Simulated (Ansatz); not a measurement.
# What W2CF2 monolayer distorts into, part 3 of 3

Wanted: the energy along a soft mode of W2CF2 monolayer and the structure at the end.

Ansatz 0.2.0; DFT PBE, scalar-relativistic, plane waves, PAW; PAW set soft_1.

So far. Step 4 (The mode frozen in, largest atomic shift 0.08 Å): The energy, extrapolated to zero smearing, is -6.77 meV/atom against the undistorted cell. Step 5 (Energy along the mode, all amplitudes (two of the runs …): The lowest of the steps tried is at 0.08 Å, 6.77 meV/atom below the parent; the bottom of the well need not coincide with a step.

## 6. Relaxing from the distorted cell (continued)

Electrostatic potential energy in the bc plane at fractional x = 0.000, with atoms of C and W and F within 0.2 Å of it. With pseudopotentials it is smooth inside the atoms' cores, unlike the true potential.

Ten even steps from '0' (-42 eV) to '9' (0 eV), each cell a mean:
```
999999999999999
999999999999999
999999999999999
999999999999999
999999999999999
999999999999999
999999999999999
999999999999999
999999999999999
999999999999999
999999999999999
999999999999999
999999999999999
999999999999999
999999999999999
987656762138999
751000268888887
136788753223552
988875543234689
999974469999999
999999999999999
999999999999999
999999999999999
999999999999999
```
Columns run along b (5.4 Å; values clipped at the 3rd and 97th percentile), rows up along c (35.7 Å). Atoms in or near the plane, at fractional coordinates: C at (0.00, 0.27), W at (0.27, 0.32), W at (0.64, 0.25), F at (0.61, 0.35), F at (0.38, 0.20).

ELF in the bc plane at fractional x = 0.000, with atoms of C and W and F within 0.2 Å of it. It is the smooth field of the valence electrons, not physical close to the nuclei.

Ten even steps from '_' (0.00) to '@' (0.75), each cell a mean:
```
______________________________
______________________________
______________________________
______________________________
______________________________
______________________________
______________________________
______________________________
______________________________
______________________________
______________________________
______________________________
______________________________
______________________________
______________..----::..______
......::--::--%%@@@@@@##::....
**==**##++##++::::::::--==++**
++%%##==--------++++++++++%%##
::::----++**++++++==++==::..::
____..==%%%%%%%%++..__________
______________________________
______________________________
______________________________
______________________________
```
Columns run along b (5.4 Å), rows up along c (35.7 Å). Atoms in or near the plane, at fractional coordinates: C at (0.00, 0.27), W at (0.27, 0.32), W at (0.64, 0.25), F at (0.61, 0.35), F at (0.38, 0.20).

Valence density in the bc plane at fractional x = 0.000, with atoms of C and W and F within 0.2 Å of it. It is the smooth field of the valence electrons, not physical close to the nuclei.

Ten steps, logarithmic in the rise over the least value, from '_' (0.00 × 1e0 e/Å³) to '@' (6.88 × 1e0 e/Å³), each cell a mean:
```
______________________________
______________________________
______________________________
______________________________
______________________________
______________________________
______________________________
______________________________
______________________________
______________________________
______________________________
______________________________
______________________________
______________________________
________________......________
..::--++++==--**%%@@%%==::....
==++##%%@@%%**==------------==
****++==------++##%%%%##++++**
::::::--++####****####**==::::
______::**%%%%**--..__________
______________________________
______________________________
______________________________
______________________________
```
Columns run along b (5.4 Å), rows up along c (35.7 Å). Atoms in or near the plane, at fractional coordinates: C at (0.00, 0.27), W at (0.27, 0.32), W at (0.64, 0.25), F at (0.61, 0.35), F at (0.38, 0.20).

The distorted start has space group P2_1/m; the relaxation ends in P2_1/m.

## 7. The phases reached

The phases reached along the modes that were followed are set side by side.

Energies are those of the first relaxation, on the mesh of the frozen mode; space group, volume and gap are those of the last relaxation. Phases, by row:

```
             mode frozen in  space group  energy from parent (meV/atom)  volume (Å³/atom)  gap on mesh (eV)  lowest zone-centre optical mode (cm⁻¹)  largest shift (Å)
                     parent        P-3m1                              0             50.06                 0                                       –                  –
q = (0, -0.5, 0), 169i cm⁻¹       P2_1/m                         -190.8             58.71                 0                                       –              0.752
q = (0, -0.5, 0), 112i cm⁻¹       P2_1/m                         -98.91              56.5                 0                                       –              0.564
```

## 8. Results

| Quantity | Value |
| --- | --- |
| unstable mode of the parent | q = (0, -0.5, 0), 112i cm⁻¹ |
| depth at the lowest point sampled | 6.77 meV/atom |
| largest atomic shift at that point | 0.08 Å |
| space group reached (within 0.01 Å) | P2_1/m |
| energy gained over the parent (first relaxation, on the mesh of the frozen mode) | 98.9 meV/atom |
| area per atom, phase reached | 1.58 Å² |

In words: Along this mode the structure falls into P2_1/m, 98.9 meV/atom below the parent. At the parent's cell the well is 6.77 meV/atom deep on the steps tried, with its lowest point at a shift of 0.08 Å. Relaxing atoms and cell changes the gain by +92.14 meV/atom against the lowest step (energies at zero smearing). Most of the total comes from this relaxation. The modes of the phase reached were not computed on this path. Of the 2 patterns followed to their end from this parent, this one ends 91.9 meV/atom above the lowest, P2_1/m. Each path keeps the symmetry of its pattern, so a lower phase may lie along a pattern not tried. With no gap, or one that is small against the smearing, the frequencies hang on the k mesh and the smearing, most of all near Kohn anomalies. In a sheet or slab the interpolated bending branch near Γ is rough, since the rotational sum rule isn't imposed. Spin-orbit coupling is left out, which can matter for the heavy elements here. The starting cell was built on a prototype and not taken from a measurement.

[Logs are printed without paths, hosts, clocks, repeated set-up lines and the standing remarks that a program may print on its own settings, such as how far it seeks lower states.]

[Hosts, paths, dates, database ids (printed as entryN), source tags and the programs' standing remarks are cut or masked in the printed files.]
